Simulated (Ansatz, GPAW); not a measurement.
# Cutoff, mesh and smearing for a 8-layer slab of Ni(100)

Wanted: a convergence study on the slab a 8-layer slab of Ni(100).

Method: Ansatz plane waves; slab in vacuum with a dipole correction, relaxation, in the first sound run; inputs show where later runs differ, in GPAW 26.7.0 and Ansatz 0.2.0.

### 1. The structure

The cell holds 8 atoms: 8 Ni. Cell: a = 2.489 Å, b = 2.489 Å, c = 30.320 Å, α = 90.0°, β = 90.0°, γ = 90.0°. Vacuum lies along c.

Structure file:

```cif
data_structure
_symmetry_space_group_name_H-M 'P 1'
_symmetry_Int_Tables_number 1
_cell_length_a 2.4890
_cell_length_b 2.4890
_cell_length_c 30.3200
_cell_angle_alpha 90.000
_cell_angle_beta 90.000
_cell_angle_gamma 90.000
_cell_volume 187.84
loop_
_atom_site_label
_atom_site_type_symbol
_atom_site_fract_x
_atom_site_fract_y
_atom_site_fract_z
_atom_site_occupancy
Ni1 Ni 0.50000 0.50000 0.29683 1
Ni2 Ni 0.00000 0.00000 0.35488 1
Ni3 Ni 0.50000 0.50000 0.41293 1
Ni4 Ni 0.00000 0.00000 0.47098 1
Ni5 Ni 0.50000 0.50000 0.52902 1
Ni6 Ni 0.00000 0.00000 0.58707 1
Ni7 Ni 0.50000 0.50000 0.64512 1
Ni8 Ni 0.00000 0.00000 0.70317 1
```

### 2. Relaxation

The atoms are relaxed first, since the surface dipole, and with it the work function, follows the positions of the outer layers. The lowest 4 atoms are held at bulk positions and keep their forces.

Input file input.yaml:

```yaml
crystal:
  lattice:
    - [2.4890158698, 0.0, 0.0]
    - [0.0, 2.4890158698, 0.0]
    - [0.0, 0.0, 30.32]
  atoms:
    - { symbol: Ni, position: [0.5, 0.5, 0.2968337731], spin: 0.7 }
    - { symbol: Ni, position: [0.0, 0.0, 0.3548812665], spin: 0.7 }
    - { symbol: Ni, position: [0.5, 0.5, 0.4129287599], spin: 0.7 }
    - { symbol: Ni, position: [0.0, 0.0, 0.4709762533], spin: 0.7 }
    - { symbol: Ni, position: [0.5, 0.5, 0.5290237467], spin: 0.7 }
    - { symbol: Ni, position: [0.0, 0.0, 0.5870712401], spin: 0.7 }
    - { symbol: Ni, position: [0.5, 0.5, 0.6451187335], spin: 0.7 }
    - { symbol: Ni, position: [0.0, 0.0, 0.7031662269], spin: 0.7 }
magnetization:
  spin_polarized: true
kpoints:
  mp_grid: { grid: [13, 13, 1] }
hamiltonian:
  xc: pbe
scf:
  occupations: { method: fermi_dirac, width: 0.1 }
efield:
  axis: 3
  dipole_correction: true
  ramp_width: 0.05
relax:
  f_tol: 0.02
  max_steps: 60
  constraints: [{ sites: [0, 1, 2, 3] }]
output:
  write_potential: true
  write_density: true
  volumetric_format: npy
```

On the command line:

```console
$ ansatz run input.yaml --threads 4 --pin off --max-ram 8192MiB --backend cpu --events-out ev --progress --plain --runs-dir out
```

Numbers of over 12 decimals in the logs are rounded to 6 here.

Log:

```text
Engine: ansatz 0.2.0, x86_64-unknown-linux-gnu
Pseudopotentials: kind: paw
Pseudopotential: Ni, paw, valence charge 18, recommended cutoff 420 eV (normal), Ni.paw.azcp
Functional definition: PBE
  parameter kappa = 0.804
  parameter beta = 0.066725
  exchange = pbe_x(kappa = kappa, mu = beta*pi^2/3)
  correlation = pbe_c(beta = beta)
Crystal: 8 atoms, lattice volume = 187.838 Å³
Basis set: ecut = 420 eV, 3637 PW (Γ), exchange–correlation on 36×36×432 points (8 copies of the dense FFT grid, shifted against one another)
Bands: 90, of which v1, the nominal top of the filled ones, is band 72 counted from 1 (71 counted from 0)
Symmetry: 8 space group operations
k-points: 28 of 169
Non-local potential: Ni, projectors of the file, l = 0: 3, l = 1: 2, l = 2: 3, l = 3: 1
PAW form: soft (Blöchl's): semilocal exchange-correlation on the pseudo side does not see the compensation charge
PAW one-centre angular grid: Ni, 590 points (default); XC on 64 Gauss nodes
Initial density: superposition of atomic densities (neutral atoms: chi_scale 0, normalization atom)
Starting moments: Σ|m| = 5.6 μB on 8 of 8 sites
Initial wavefunctions: pseudopotential atomic-orbital guess
Functional: x = pbe(κ = 0.804, μ = 0.219515), c = pbe(β = 0.066725)
SCF iter   1: F=—  HF=-46708.927954 eV  |F-HF|=—  |Δ(HF+E_count)|=         —  Δρ=3.48e-2 (↑1.43e-2 ↓3.48e-2)  dr2=7.73e0  dr2_m=4.68e-1  M=5.883 μB ∫|m|=6.161 μB  β_m=1.00  ethr=3.10e-3  p=0.000 e·Å  D=4.20e-13 V/Å  ΔV_dip=-0.00 eV  dr2_dipole=4.38e-9  V_vac-E_F(+/−)=7.29/7.29 eV  ⟨swp⟩=9.0  Hψ=23322  notcnv=0  defer=133
Mixer restart at iter 1: flushing history
efield: sawtooth ramp at fractional position 0.9750 (placed from the atoms, in the widest stretch of the axis that holds none; the zero of the levels goes with the place), width 0.0500; the density the first Hamiltonian is built on has a dipole p = 0.000 e·Å; the dipole correction subtracts the counter field D = 4.20e-13 V/Å, which shifts the + side's vacuum level by -0.00 eV against the − side's; the planar-averaged density in the ramp window peaks in size at 7.2e-6 e/Å³
preconditioner: auto → LDOS  [metal: Δε(μ)=0.004 eV  Ē_g=7.518 eV  σ=0.100 eV  W_gap=0.01  n_scr=52 (ndim 8)  ℏωp=24.2 eV  f_vac=0.495  D(μ)=15.45/eV (n_scr^D=212)]
spin=Collinear: LDOS preconditioning applied to the charge; magnetization (m = ρ↑ − ρ↓) channel mixes plain (no charge-response kernel on spin).
SCF iter   2: F=—  HF=-46709.562579 eV  |F-HF|=—  |Δ(HF+E_count)|=   6.35e-1  Δρ=1.52e-2 (↑1.52e-2 ↓1.15e-2)  dr2=1.08e0  dr2_m=1.19e-2  M=5.781 μB ∫|m|=6.319 μB  β_m=0.30  ethr=3.10e-3  p=-0.000 e·Å  D=-3.23e-4 V/Å  ΔV_dip=0.01 eV  dr2_dipole=8.37e-4  V_vac-E_F(+/−)=6.28/6.27 eV  ⟨swp⟩=2.3  Hψ=8434  notcnv=0  defer=244
density mixer auto → msr1: a metal under ldos (density of states about μ 3.95 of a free-electron gas's, 52 screened modes)
SCF iter   3: F=—  HF=-46712.352253 eV  |F-HF|=—  |Δ(HF+E_count)|=    2.79e0  Δρ=7.49e-3 (↑7.49e-3 ↓6.18e-3)  dr2=2.62e-1  dr2_m=6.68e-3  M=5.751 μB ∫|m|=6.319 μB  β_m=0.48  ethr=7.48e-4  p=-0.000 e·Å  D=-1.43e-4 V/Å  ΔV_dip=0.00 eV  dr2_dipole=1.32e-3  V_vac-E_F(+/−)=5.86/5.85 eV  ⟨swp⟩=2.6  Hψ=8047  notcnv=0  defer=246
SCF iter   4: F=—  HF=-46715.446800 eV  |F-HF|=—  |Δ(HF+E_count)|=         —  Δρ=7.30e-3 (↑4.69e-3 ↓7.30e-3)  dr2=1.73e-1  dr2_m=6.75e-3  M=5.547 μB ∫|m|=6.233 μB  β_m=0.48  ethr=1.82e-4  p=0.000 e·Å  D=1.92e-4 V/Å  ΔV_dip=-0.01 eV  dr2_dipole=1.04e-3  V_vac-E_F(+/−)=5.26/5.27 eV  ⟨swp⟩=3.2  Hψ=10277  notcnv=0  defer=271
SCF iter   5: F=—  HF=-46716.022626 eV  |F-HF|=—  |Δ(HF+E_count)|=   5.76e-1  Δρ=5.41e-3 (↑2.74e-3 ↓5.41e-3)  dr2=7.71e-2  dr2_m=6.46e-3  M=5.422 μB ∫|m|=6.121 μB  β_m=0.74  ethr=1.20e-4  p=0.000 e·Å  D=2.09e-4 V/Å  ΔV_dip=-0.01 eV  dr2_dipole=7.96e-5  V_vac-E_F(+/−)=5.14/5.14 eV  ⟨swp⟩=2.0  Hψ=7982  notcnv=0  defer=330
SCF iter   6: F=—  HF=-46716.258319 eV  |F-HF|=—  |Δ(HF+E_count)|=   2.36e-1  Δρ=4.29e-3 (↑3.68e-3 ↓4.29e-3)  dr2=7.01e-2  dr2_m=8.54e-4  M=5.292 μB ∫|m|=6.005 μB  β_m=0.62  ethr=5.35e-5  p=0.000 e·Å  D=1.65e-4 V/Å  ΔV_dip=-0.01 eV  dr2_dipole=3.32e-6  V_vac-E_F(+/−)=4.97/4.97 eV  ⟨swp⟩=2.5  Hψ=10042  notcnv=0  defer=349
SCF iter   7: F=—  HF=-46716.237134 eV  |F-HF|=—  |Δ(HF+E_count)|=   2.12e-2  Δρ=1.68e-3 (↑1.58e-3 ↓1.68e-3)  dr2=1.82e-2  dr2_m=2.20e-4  M=5.269 μB ∫|m|=5.983 μB  β_m=0.55  ethr=4.87e-5  p=-0.000 e·Å  D=-4.59e-5 V/Å  ΔV_dip=0.00 eV  dr2_dipole=2.26e-6  V_vac-E_F(+/−)=4.94/4.94 eV  ⟨swp⟩=2.2  Hψ=9208  notcnv=0  defer=339
SCF iter   8: F=—  HF=-46716.235865 eV  |F-HF|=—  |Δ(HF+E_count)|=   1.27e-3  Δρ=4.75e-4 (↑4.75e-4 ↓4.31e-4)  dr2=1.49e-3  dr2_m=4.17e-5  M=5.283 μB ∫|m|=6.001 μB  β_m=0.62  ethr=1.26e-5  p=0.000 e·Å  D=1.78e-5 V/Å  ΔV_dip=-0.00 eV  dr2_dipole=3.12e-6  V_vac-E_F(+/−)=4.92/4.92 eV  ⟨swp⟩=2.0  Hψ=7242  notcnv=0  defer=339
SCF iter   9: F=—  HF=-46716.236154 eV  |F-HF|=—  |Δ(HF+E_count)|=   2.89e-4  Δρ=3.68e-4 (↑1.16e-4 ↓3.68e-4)  dr2=2.25e-4  dr2_m=6.23e-5  M=5.286 μB ∫|m|=6.006 μB  β_m=0.64  ethr=1.04e-6  p=-0.000 e·Å  D=-1.76e-6 V/Å  ΔV_dip=0.00 eV  dr2_dipole=1.25e-7  V_vac-E_F(+/−)=4.92/4.92 eV  ⟨swp⟩=2.4  Hψ=9599  notcnv=0  defer=339
SCF iter  10: F=—  HF=-46716.236129 eV  |F-HF|=—  |Δ(HF+E_count)|=   2.50e-5  Δρ=1.43e-4 (↑7.86e-5 ↓1.43e-4)  dr2=3.92e-5  dr2_m=1.03e-5  M=5.286 μB ∫|m|=6.008 μB  β_m=0.68  ethr=1.56e-7  p=-0.000 e·Å  D=-1.42e-6 V/Å  ΔV_dip=0.00 eV  dr2_dipole=3.17e-7  V_vac-E_F(+/−)=4.91/4.91 eV  ⟨swp⟩=2.3  Hψ=7716  notcnv=0  defer=339
SCF iter  11: F=—  HF=-46716.236127 eV  |F-HF|=—  |Δ(HF+E_count)|=   2.15e-6  Δρ=1.03e-4 (↑7.49e-5 ↓1.03e-4)  dr2=4.11e-5  dr2_m=7.03e-7  M=5.286 μB ∫|m|=6.008 μB  β_m=0.55  ethr=2.72e-8  p=0.000 e·Å  D=6.33e-6 V/Å  ΔV_dip=-0.00 eV  dr2_dipole=5.74e-7  V_vac-E_F(+/−)=4.90/4.90 eV  ⟨swp⟩=2.2  Hψ=9120  notcnv=0  defer=339
SCF iter  12: F=—  HF=-46716.236123 eV  |F-HF|=—  |Δ(HF+E_count)|=   3.38e-6  Δρ=4.75e-5 (↑3.27e-5 ↓4.75e-5)  dr2=7.54e-6  dr2_m=2.04e-7  M=5.286 μB ∫|m|=6.008 μB  β_m=0.44  ethr=2.72e-8  p=-0.000 e·Å  D=-1.03e-6 V/Å  ΔV_dip=0.00 eV  dr2_dipole=9.98e-8  V_vac-E_F(+/−)=4.90/4.90 eV  ⟨swp⟩=2.3  Hψ=8667  notcnv=0  defer=339
SCF iter  13: F=-46716.236117 eV  HF=-46716.236123 eV  |F-HF|=6.64e-6  |Δ(HF+E_count)|=   2.12e-7  Δρ=3.02e-5 (↑9.59e-6 ↓3.02e-5)  dr2=7.35e-6  dr2_m=2.37e-7  M=5.286 μB ∫|m|=6.008 μB  ethr=5.23e-9  p=0.000 e·Å  D=1.14e-6 V/Å  ΔV_dip=-0.00 eV  dr2_dipole=7.39e-9  V_vac-E_F(+/−)=4.90/4.90 eV  ⟨swp⟩=9.5  Hψ=42595  notcnv=0
SCF 1 converged in 13 iterations: F = -46716.236117 eV  dr2 = 7.35e-6
[...]
SCF iter  10: F=—  HF=-46716.246810 eV  |F-HF|=—  |Δ(HF+E_count)|=   1.15e-7  Δρ=2.69e-5 (↑5.18e-6 ↓2.69e-5)  dr2=7.51e-6  dr2_m=2.27e-7  M=5.279 μB ∫|m|=6.000 μB  β_m=0.54  ethr=6.18e-9  p=0.000 e·Å  D=8.61e-5 V/Å  ΔV_dip=-0.00 eV  dr2_dipole=4.56e-6  V_vac-E_F(+/−)=4.90/4.90 eV  ⟨swp⟩=1.2  Hψ=5054  notcnv=0  defer=338
SCF iter  11: F=—  HF=-46716.246810 eV  |F-HF|=—  |Δ(HF+E_count)|=   3.65e-9  Δρ=2.06e-5 (↑3.71e-6 ↓2.06e-5)  dr2=6.88e-6  dr2_m=1.29e-7  M=5.279 μB ∫|m|=6.000 μB  β_m=0.53  ethr=2.60e-9  p=0.000 e·Å  D=8.22e-5 V/Å  ΔV_dip=-0.00 eV  dr2_dipole=3.30e-6  V_vac-E_F(+/−)=4.90/4.90 eV  ⟨swp⟩=9.8  Hψ=35165  notcnv=0
SCF iter  12: F=-46716.246809 eV  HF=-46716.246810 eV  |F-HF|=1.79e-6  |Δ(HF+E_count)|=   1.54e-8  Δρ=8.76e-6 (↑1.46e-6 ↓8.76e-6)  dr2=1.17e-6  dr2_m=2.55e-8  M=5.279 μB ∫|m|=6.000 μB  ethr=2.60e-9  p=0.000 e·Å  D=8.05e-5 V/Å  ΔV_dip=-0.00 eV  dr2_dipole=6.47e-7  V_vac-E_F(+/−)=4.90/4.90 eV  ⟨swp⟩=8.1  Hψ=35456  notcnv=0
SCF 3 converged in 12 iterations: F = -46716.246809 eV  dr2 = 1.17e-6
relax step   3: F+E_penalty+E_count = -46716.24680856 eV  Δ(F+E_penalty+E_count) = -4.416e-3 eV  max|allowed force component| = 1.626e-2 eV/Å  Δτ_max = 0.0308 Å  (12 SCF iters, dr2 threshold 3.74e-6 eV, accepted)
iter 1 solved again at ethr=4.06e-12 eV; its pass at ethr=3.10e-3 eV (dr2=5.85e-9 eV) is discarded
SCF iter   1: F=—  HF=-46716.246810 eV  |F-HF|=—  |Δ(HF+E_count)|=         —  Δρ=1.53e-6 (↑1.16e-6 ↓1.53e-6)  dr2=5.80e-9  dr2_m=2.19e-9  M=5.279 μB ∫|m|=6.000 μB  β_m=1.00  ethr=4.06e-12  p=0.000 e·Å  D=8.05e-5 V/Å  ΔV_dip=-0.00 eV  dr2_dipole=2.34e-9  V_vac-E_F(+/−)=4.90/4.90 eV  ⟨swp⟩=2.0  Hψ=12808  notcnv=0  defer=334
efield: sawtooth ramp at fractional position 0.9750 (handed on by an earlier solve), width 0.0500; the density the first Hamiltonian is built on has a dipole p = 0.000 e·Å; the dipole correction subtracts the counter field D = 8.05e-5 V/Å, which shifts the + side's vacuum level by -0.00 eV against the − side's; the planar-averaged density in the ramp window peaks in size at 1.8e-5 e/Å³
preconditioner: auto → LDOS  [metal: Δε(μ)=0.002 eV  Ē_g=7.566 eV  σ=0.100 eV  W_gap=0.00  n_scr=16 (ndim 8)  ℏωp=24.2 eV  f_vac=0.503  D(μ)=13.45/eV (n_scr^D=154)]
spin=Collinear: LDOS preconditioning applied to the charge; magnetization (m = ρ↑ − ρ↓) channel mixes plain (no charge-response kernel on spin).
SCF iter   2: F=—  HF=-46716.246810 eV  |F-HF|=—  |Δ(HF+E_count)|=   8.48e-9  Δρ=7.76e-6 (↑9.56e-7 ↓7.76e-6)  dr2=8.78e-7  dr2_m=2.12e-8  M=5.279 μB ∫|m|=6.000 μB  β_m=0.35  ethr=4.03e-12  p=0.000 e·Å  D=8.10e-5 V/Å  ΔV_dip=-0.00 eV  dr2_dipole=5.05e-7  V_vac-E_F(+/−)=4.90/4.90 eV  ⟨swp⟩=1.7  Hψ=7295  notcnv=0  defer=334
density mixer auto → msr1: a metal under ldos (density of states about μ 3.61 of a free-electron gas's, 52 screened modes)
SCF iter   3: F=—  HF=-46716.246810 eV  |F-HF|=—  |Δ(HF+E_count)|=  8.37e-10  Δρ=5.01e-6 (↑6.84e-7 ↓5.01e-6)  dr2=3.26e-7  dr2_m=9.45e-9  M=5.279 μB ∫|m|=6.000 μB  β_m=0.63  ethr=4.03e-12  p=0.000 e·Å  D=8.17e-5 V/Å  ΔV_dip=-0.00 eV  dr2_dipole=1.88e-7  V_vac-E_F(+/−)=4.90/4.90 eV  ⟨swp⟩=1.2  Hψ=5052  notcnv=0  defer=334
SCF iter   4: F=-46716.246810 eV  HF=-46716.246810 eV  |F-HF|=8.34e-8  |Δ(HF+E_count)|=  6.11e-10  Δρ=2.75e-6 (↑4.63e-7 ↓2.75e-6)  dr2=7.53e-8  dr2_m=2.77e-9  M=5.279 μB ∫|m|=6.000 μB  ethr=4.03e-12  p=0.000 e·Å  D=8.22e-5 V/Å  ΔV_dip=-0.00 eV  dr2_dipole=1.10e-8  V_vac-E_F(+/−)=4.90/4.90 eV  ⟨swp⟩=7.1  Hψ=30135  notcnv=0
SCF 4 converged in 4 iterations: F = -46716.246810 eV  dr2 = 7.53e-8
relax step   4: F+E_penalty+E_count = -46716.24681027 eV  Δ(F+E_penalty+E_count) = -1.707e-6 eV  max|allowed force component| = 1.633e-2 eV/Å  Δτ_max = 0.0000 Å  (4 SCF iters, accepted)
NSCF: frozen V_eff on 28 k-points
the band table was solved once a step of the walk had ended and its energy, with any forces and stress, was formed, with the checks that follow a solve (27010 applications of the Hamiltonian). They found nothing against the state; the energy, forces and stress were not computed again (output.eigenvalues in the input reference)
WARN: The output density's exchange-correlation potential varies sharply where the density is thin. Do not read a vacuum level from v_tot or v_xc, or from such a field of the output density. On a cell that repeats whose density bears no net charge and no dipole along the vacuum's axis use v_es (v_loc + v_h of the components); under efield.dipole_correction with no amplitude use v_es + v_field, which holds any externa [...]
SCF converged after 4 iterations
Magnetization: 5.2794 μB (74.6397 up, 69.3603 down)
Absolute magnetization: 6.0060 μB (∫|ρ↑−ρ↓|, with the PAW one-centre terms)
Spin contamination: 0.0676 ħ² per cell (⟨S²⟩ above its minimum at these occupations)
Per-site moments (μB) at R_I (Å): [(0.768975, 1.026719), (0.688852, 1.026719), (0.678253, 1.026719), (0.662141, 1.026719), (0.661539, 1.026717), (0.675319, 1.026717), (0.690774, 1.007718), (0.764588, 1.007718)]
Free energy (F): -46716.246810 eV
Harris-Foulkes:  -46716.246810 eV  (|F-HF|=8.34e-8)
Internal energy: -46715.806895 eV  (E = F + TS)
E sigma→0 (E₀):  -46716.026852 eV
Entropy (-TS):   -0.439916 eV (-54.989 meV/atom)
Fermi energy:    5.843416 eV
Dipole field:    D = -0.000063 V/Å  (p = -0.000066 e·Å, saw-weighted, corrected)
Work function:   Φ+ = 4.9026 eV   Φ− = 4.9007 eV
Levels:          The Fermi level and band energies are counted from a zero that moves with the ramp; work functions are not
--- Per-component energies (eV) ---
  E_band       = -4035.398319
  E_kinetic    = 2254.110029
  E_local      = -472229.227599  (includes V_loc(G=0)·N_el)
  E_nonlocal   = 5093.033213
  E_hartree    = 232964.661972
  E_xc         = -674.481306
  E_vxc        = -869.390257  (∫ρ·V_xc dr)
  E_paw        = -13044.081703  (= ΣΔE_a)
  E_vpaw       = -4213.140065  (= ΣTr[D̂ρ^β])
  E_aug_tail   = 0.004410  (compensation charges beyond the density's cutoff)
  E_efield     = 0.000000  (sawtooth field / dipole correction)
  E_vefield    = -0.000037  (∫n·V_field dr)
  E_ewald      = 198920.174089
  E_smearing   = -0.439916  (= −TS)
  E_closure    = -0.000000  (closes the sum)
  Σ components = -46716.246810   (vs F -46716.246810, Δ=0.00e0)
--- Forces (eV/Å), atoms counted from 1 ---
  atom   1  Ni    -0.00000000     0.00000000     0.31888312
  atom   2  Ni     0.00000000     0.00000000    -0.36150997
  atom   3  Ni    -0.00000000     0.00000000     0.03507209
  atom   4  Ni     0.00000000     0.00000000     0.00649813
  atom   5  Ni     0.00000000     0.00000000     0.00262890
  atom   6  Ni    -0.00000000     0.00000000     0.00064254
  atom   7  Ni     0.00000000     0.00000000    -0.01633248
  atom   8  Ni    -0.00000000     0.00000000     0.01412742
  max |Σ_I F_I| component: 9.74e-6 eV/Å
--- Band table (eV; the first three rows and the last of 56) ---
  k-point 0 ↑: bands = [... 68 lower, 4.9511, 4.9511, 5.0568, 5.1739, 5.1956, 5.1956, 5.2429, 5.2796, ... 14 higher]
  k-point 1 ↑: bands = [... 68 lower, 4.8761, 4.9246, 5.0492, 5.0783, 5.1065, 5.2087, 5.2139, 5.2161, ... 14 higher]
  k-point 2 ↑: bands = [... 68 lower, 4.8207, 4.8403, 4.9641, 5.0192, 5.0468, 5.1487, 5.2510, 5.3076, ... 14 higher]
  k-point 27 ↓: bands = [... 68 lower, 6.2073, 6.2220, 6.4226, 6.4591, 8.2509, 8.8902, 9.2907, 9.9031, ... 14 higher]
--- Relaxed structure (4 steps of the walk, 4 accepted, 0 SCFs on fresh bases) ---
  F+E_penalty+E_count = -46716.24681027 eV   max|allowed force component| = 1.633e-2 eV/Å
  atoms:
    - { symbol: Ni, position: [0.500000, 0.500000, 0.296834] }
    - { symbol: Ni, position: [0.0, 0.0, 0.354881] }
    - { symbol: Ni, position: [0.500000, 0.500000, 0.412929] }
    - { symbol: Ni, position: [0.0, 0.0, 0.470976] }
    - { symbol: Ni, position: [0.500000, 0.500000, 0.529051] }
    - { symbol: Ni, position: [0, 0.0, 0.587099] }
    - { symbol: Ni, position: [0.500000, 0.500000, 0.645648] }
    - { symbol: Ni, position: [0, 0.0, 0.701526] }
```

Run time: 2.1 min. Hardware: 4 threads of Intel Xeon Platinum 8259CL at 2.50GHz (Skylake/Cascade Lake), shared host; peak memory 1.2 GiB.

Step by step:

| step | energy less that of the first step (eV) | largest force component (eV/Å) |
| --- | --- | --- |
| 1 | 0.0000 | 0.3609 |
| 2 | -0.0063 | 0.2447 |
| 3 | -0.0107 | 0.0163 |
| 4 | -0.0107 | 0.0163 |

The run keeps the 8 symmetry operations that it works with, so distortions that break them were not tested.

The atoms that moved most (Å):

| atom | dx | dy | dz | length |
| --- | --- | --- | --- | --- |
| Ni8 | 0.000 | 0.000 | -0.050 | 0.050 |
| Ni7 | 0.000 | 0.000 | 0.016 | 0.016 |

Final coordinates:

```cif
data_structure
_symmetry_space_group_name_H-M 'P 1'
_symmetry_Int_Tables_number 1
_cell_length_a 2.4890
_cell_length_b 2.4890
_cell_length_c 30.3200
_cell_angle_alpha 90.000
_cell_angle_beta 90.000
_cell_angle_gamma 90.000
_cell_volume 187.84
loop_
_atom_site_label
_atom_site_type_symbol
_atom_site_fract_x
_atom_site_fract_y
_atom_site_fract_z
_atom_site_occupancy
Ni1 Ni 0.50000 0.50000 0.29683 1
Ni2 Ni 0.00000 0.00000 0.35488 1
Ni3 Ni 0.50000 0.50000 0.41293 1
Ni4 Ni 0.00000 0.00000 0.47098 1
Ni5 Ni 0.50000 0.50000 0.52905 1
Ni6 Ni 0.00000 0.00000 0.58710 1
Ni7 Ni 0.50000 0.50000 0.64565 1
Ni8 Ni 0.00000 0.00000 0.70153 1
```

This step gave:

- free energy: -46716.2468 eV
- smearing term TS: 0.4399 eV
- magnetization: 5.279 μB
- absolute magnetization: 6.006 μB
- site moments: 0.7690, 0.6889, 0.6783, 0.6621, 0.6615, 0.6753, 0.6908, 0.7646 μB
- symmetry operations: 8
- upper work function: 4.903 eV
- lower work function: 4.901 eV
- dipole along the normal: -6.58e-5 e·Å
- dipole field: -6.34e-5 V/Å
- vacuum level above: 10.75 eV
- vacuum level below: 10.74 eV

The electrostatic potential energy of an electron (with the applied field's), less the Fermi level, planar mean oscillates, so the rows of the table below give means over windows of 1.82 Å about each position, cut where the curve ends. Its maxima inside the range that stand out by 2 % of the span (Å: eV): 9.8: -2.51, 11.7: -2.50, 13.3: -2.74, 15.2: -2.47, 17.0: -2.73, 18.7: -2.32, 20.5: -3.61. Its minima: 9.0: -17.3, 10.8: -17.4, 12.5: -17.4, 14.3: -17.4, 16.0: -17.4, 17.8: -17.4, 19.5: -17.3, 21.3: -17.2.

Electrostatic potential energy of an electron (with the applied field's), less the Fermi level, planar mean against z; means over each step:

z (Å), electrostatic potential energy of an electron (with the applied field's), less the Fermi level, planar mean (eV) and a bar from the least value:
```
     0.91        4.9 ##############################
     2.73        4.9 ##############################
     4.55        4.9 ##############################
     6.37        4.8 ##############################
     8.19       -4.1 #############
    10.01      -10.5 
    11.83      -10.6 
    13.65      -10.5 
    15.47      -10.5 
    17.29      -10.4 
    19.11      -10.3 
    20.93      -10.6 
    22.75        2.7 ##########################
    24.57        4.9 ##############################
    26.39        4.9 ##############################
    28.21        4.9 ##############################
    30.03        4.9 ##############################
```

The valence density, planar mean (density) oscillates, so the rows of the table below give means over windows of 1.82 Å about each position, cut where the curve ends. Its maxima inside the range that stand out by 2 % of the span (Å: e/Å³): 9.0: 3.95, 10.8: 3.91, 12.5: 3.96, 14.3: 3.93, 16.0: 3.93, 17.8: 3.96, 19.5: 3.85, 21.3: 3.83. Its minima: 9.8: 0.372, 11.7: 0.364, 13.3: 0.374, 15.2: 0.363, 17.0: 0.373, 18.7: 0.356, 20.4: 0.418.

The valence density, planar mean by z; means over each step:

| z (Å) | density (e/Å³) | rho spin (e/Å³) |
| --- | --- | --- |
| 4.55 | 3.6e-5 | -4.8e-6 |
| 6.37 | 0.00383 | -2.3e-4 |
| 8.19 | 0.999 | 0.0427 |
| 10.01 | 1.71 | 0.0638 |
| 11.83 | 1.69 | 0.0612 |
| 13.65 | 1.68 | 0.0590 |
| 15.47 | 1.66 | 0.0579 |
| 17.29 | 1.65 | 0.0584 |
| 19.11 | 1.63 | 0.0589 |
| 20.93 | 1.65 | 0.0653 |
| 22.75 | 0.0941 | 0.00136 |
| 24.57 | 7.0e-4 | -6.2e-5 |
| 26.39 | 6.6e-6 | -1.0e-6 |

Site moment by atom:

| atom | site moment (μB) |
| --- | --- |
| Ni1 | 0.769 |
| Ni2 | 0.689 |
| Ni3 | 0.678 |
| Ni4 | 0.662 |
| Ni5 | 0.662 |
| Ni6 | 0.675 |
| Ni7 | 0.691 |
| Ni8 | 0.765 |

The relaxation lowered the energy of the cell by 0.0107 eV.

(Part 1 of 2 ends here.)

[Logs are printed without paths, hosts, clocks, repeated set-up lines and the standing remarks that a program may print on its own settings, such as how far it seeks lower states.]

[Hosts, paths, dates, database ids (printed as entryN), source tags and the programs' standing remarks are cut or masked in the printed files.]
